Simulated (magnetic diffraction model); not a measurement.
**Moment size from magnetic intensity in Lu₂Co₂Pt**

Space group Cmce (no. 64), a = 4.6110 Å, b = 10.0090 Å, c = 7.3880 Å.

| site | atom | x | y | z |
| --- | --- | --- | --- | --- |
| 4a | Pt | 1/2 | 0 | 1/2 |
| 8f | Lu | 0 | 0.3457 | 0.0871 |
| 8e | Co | 3/4 | 0.0712 | 1/4 |

This is a made-up structure (elements placed in a structure type, unrelaxed), so the numbers test the method and describe no known phase.

Only Co is taken to order (form factors of Co2+); orders and moment sizes are assumed, and not adapted to the symmetry. Radiation: neutrons of λ = 2.0775 Å, 3° to 70°; isotropic B of 0.23 Å² (Pt), 0.29 Å² (Lu) and 0.38 Å² (Co). Simulated constant-wavelength pattern: nuclear and magnetic terms add, the magnetic one as |2.695 fm × Σ f S⊥ exp(2πi Q·r) exp(−B s²)|², summed over all Q at one angle with the factor 1/(sin²θ cos θ). For collinear order S is the moment m, which repeats by lattice and centring translations R with the sign exp(−2πi k·R). Free-ion form factors, Sears's scattering lengths of 1992, no absorption; a label names one of the reflections at its angle. The strongest nuclear line in the range is 100, and lines under 0.2 are left out.

In a first state the assumed order is k = (1/2 1/2 0), collinear moments along [010], 1 μB on Co; signs + at (3/4, 0.0712, 1/4), + at (1/4, 0.4288, 3/4), − at (3/4, 0.4288, 3/4), − at (1/4, 0.0712, 1/4), with this pattern:

```
2θ (°)         index  nuclear  magnetic
 14.25   (1/2 1/2 0)      0.0       1.7
 21.61   (1/2 1/2 1)      0.0       4.0
 22.16  (1/2 -3/2 0)      0.0       1.0
 23.96       (0 2 0)     11.2       0.0
 29.04       (0 2 1)      2.7       0.0
 32.66       (0 0 2)     13.8       0.0
 33.13       (1 1 1)      3.0       0.0
 35.80   (1/2 1/2 2)      0.0       0.5
 36.83   (1/2 5/2 1)      0.0       0.5
 39.82  (1/2 -3/2 2)      0.0       1.1
 40.91       (0 2 2)      2.5       0.0
 43.39  (3/2 -1/2 1)      0.0       0.8
 43.68   (3/2 3/2 0)      0.0       0.4
 44.04       (1 1 2)     28.1       0.0
 48.31       (1 3 1)    100.0       0.0
 49.05       (0 4 0)      0.2       0.0
```
(The table stops after 16 lines; 16 more lie at higher angle.)

**Question.** Nearer the ordering temperature the line at 21.61° has total intensity 2.0 on the same scale, and all moments have shrunk alike. How large is the Co moment?

The nuclear part, 0.0, stays, so the magnetic part is 2.0 against 4.0. It goes as m², so m = 1 × √(2.0/4.0) = 0.71 μB; the value used was 0.7 μB.

[Logs are printed without paths, hosts, clocks, repeated set-up lines and the standing remarks that a program may print on its own settings, such as how far it seeks lower states.]
